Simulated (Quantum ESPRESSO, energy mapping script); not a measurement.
Computed results, one entry a study.

```
Fe: energy mapping under PBE, QE, GBRV
1.0
    -1.44300    1.44300    1.44300
     1.44300   -1.44300    1.44300
     2.88600    2.88600    0.00000
Fe
2
Direct
  0.00000 0.00000 0.00000
  0.50000 0.50000 0.50000
# method: PBE, GBRV potentials (and 1 further level or step)
# program: Quantum ESPRESSO 7.5 and energy mapping script 1
# settings of one run: cutoff 612.26 eV, 15×15×9 k-mesh, Fermi-Dirac occupations, smearing width 0.1 eV, collinear spin, GBRV 1.5 ultrasoft, starting moments 2.8 2.8 μB
# notes: The database entry behind the starting cell differs from later determinations by our own check (an axis about 0.7 % long against later determinations). The run is spin-polarised, with a total moment of 4.70 μB a cell. Level: PBE, Quantum ESPRESSO with GBRV potentials. The state is ferromagnetic; only a few collinear orders were tried. Couplings are for E = −Σ J e·e over ordered pairs of unit vectors. In the fitted orders moments change by up to 18 % against the parallel run of the same cell, so a model of fixed spins is doubtful here. Every order is gapless on its mesh at this level. In a metal exchange reaches farther, and a short model of fixed moments is less apt.
# lowest order tried: parallel
# largest fitted value (a combination of shells), Fe–Fe at 2.50 Å: 30.2 meV
# ordering temperature, mean field: 1716 K
# heat-capacity peak, Monte Carlo: 1237 K
```

```
Spin model of Fe from collinear orders
1.0
    -1.44300    1.44300    1.44300
     1.44300   -1.44300    1.44300
     2.88600    2.88600    0.00000
Fe
2
Direct
  0.00000 0.00000 0.00000
  0.50000 0.50000 0.50000
# method: LDA, GBRV potentials (and 3 further levels or steps)
# program: Quantum ESPRESSO 7.5 and energy mapping script 1
# settings of one run: cutoff 612.26 eV, 15×15×9 k-mesh, Fermi-Dirac occupations, smearing width 0.1 eV, collinear spin, GBRV 1.5 ultrasoft, starting moments 2.8 2.8 μB
# notes: The database entry behind the starting cell differs from later determinations by our own check (an axis about 0.7 % long against later determinations). The run is spin-polarised, with a total moment of 4.58 μB a cell. Level: LDA, Quantum ESPRESSO with GBRV potentials. The state is ferromagnetic; only a few collinear orders were tried. Couplings are for E = −Σ J e·e over ordered pairs of unit vectors. In the fitted orders moments change by up to 27 % against the parallel run of the same cell, so a model of fixed spins is doubtful here. Every order is gapless on its mesh at this level. In a metal exchange reaches farther, and a short model of fixed moments is less apt.
# lowest order tried: parallel
# largest fitted value (a combination of shells), Fe–Fe at 2.50 Å: 27.1 meV
# ordering temperature, mean field: 1610 K
# heat-capacity peak, Monte Carlo: 1180 K
```

[Logs and program files are shortened in this print: banners, set-up blocks, solver, clock and traceback lines can be left out without a mark of their own.]

[Logs are printed without paths, hosts, clocks, repeated set-up lines and the standing remarks that a program may print on its own settings, such as how far it seeks lower states.]

[Hosts, paths, dates, database ids (printed as entryN), source tags and the programs' standing remarks are cut or masked in the printed files.]

[Where a cell is said to come from a database of computed structures, the database is the Materials Project.]
